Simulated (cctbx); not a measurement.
## Diagnosing a refinement

Cell a = 3.3040 Å, b = 3.3040 Å, c = 5.4270 Å, α = 90.00°, β = 90.00°, γ = 120.00°; space group P-6m2 (no. 187). The compound is PmNb.

Simulated single-crystal data (cctbx): Cu Kα, λ = 1.54184 Å, to d = 0.83 Å, 70 % of the full sphere, strongest reflection 20000 counts, noise from counting, a 2 % proportional error and a noise floor of 15 counts (s.d.); no absorption, and some extinction, which the refinements don't model.

An anisotropic refinement with weights 1/σ² prints:

```text
Rint 0.019, 55 unique reflections to 0.84 A
cycle     R1     wR2    GooF  max shift (A)
   1  0.5244  0.8215  56.651   0.00000
   2  0.5200  0.8103  55.880   0.00000
final R1 0.5200 wR2 0.8103 GooF 55.880  parameters 2  data/parameter 27.5
atom        x        y        z      Ueq    occ   su(xyz)  su(Uiso or U11)
Pm1    0.00000  0.00000  0.50000   0.0033  1.000  0.00000  0.0133
difference map: max 149.06 min -25.22 rms 12.44
Q1    0.0000  0.0000  0.5000    1  156.06  0.00 A from Pm1
Q2    0.6667  0.3333  0.0000    1  112.22  3.32 A from Pm1
Q3    0.3333  0.6667  0.0000    1   91.80  3.32 A from Pm1
Q4    0.0000  0.0000  0.0000    1    9.33  2.71 A from Pm1
Q5    0.0039  0.2835  0.0000    6    6.47  2.87 A from Pm1
Q6    0.4480  0.2240  0.2012    6    4.43  2.07 A from Pm1
```

Q: Accept it or mend it, and why?

Mend it. The fault: an atom left out, Nb at (2/3, 1/3, 0). Against the right model at the same level, R1 goes from 0.0077 to 0.5200 and GooF from 1.20 to 55.88 and the top difference peak, 156.1 e/Å³, lies on Pm1. Q2 is the missing atom. With scattering power missing, scale and phases suffer, so peaks may also grow on the heavy atoms.

The compound is PmNb. The right model at the same level gives:

```text
Rint 0.019, 55 unique reflections to 0.84 A
cycle     R1     wR2    GooF  max shift (A)
   1  0.0120  0.0264   1.859   0.00000
   2  0.0077  0.0170   1.197   0.00000
final R1 0.0077 wR2 0.0170 GooF 1.197  parameters 4  data/parameter 13.8
atom        x        y        z      Ueq    occ   su(xyz)  su(Uiso or U11)
Pm1    0.00000  0.00000  0.50000   0.0163  1.000  0.00000  0.0002
Nb1    0.66667  0.33333  0.00000   0.0157  1.000  0.00000  0.0003
Flack x: 0.003(7)
Hooft y: 0.001(5)  Bijvoet pairs: 21
difference map: max 0.25 min -0.43 rms 0.08
Q1    0.0000  0.0000  0.0000    1    0.25  1.91 A from Nb1
Q2    0.9912  0.3580  0.2294   12    0.17  1.62 A from Nb1
Q3    0.3333  0.6667  0.2033    2    0.16  2.20 A from Nb1
Q4    0.0148  0.5074  0.0000    3    0.14  1.00 A from Nb1
Q5    0.5734  0.1468  0.4408    6    0.13  1.73 A from Pm1
Q6    0.1333  0.2667  0.0800    6    0.11  1.72 A from Nb1
```

Isotropic U is held between 0.0001 and 1 Å² by the program, and listed peak heights are interpolated, so they can pass the grid's maximum.

The model was made for the exercise: a known structure type with other elements put in, its volume estimated, not relaxed; displacement parameters are assumed.

[Middle refinement cycles are left out of these outputs.]

[Logs are printed without paths, hosts, clocks, repeated set-up lines and the standing remarks that a program may print on its own settings, such as how far it seeks lower states.]
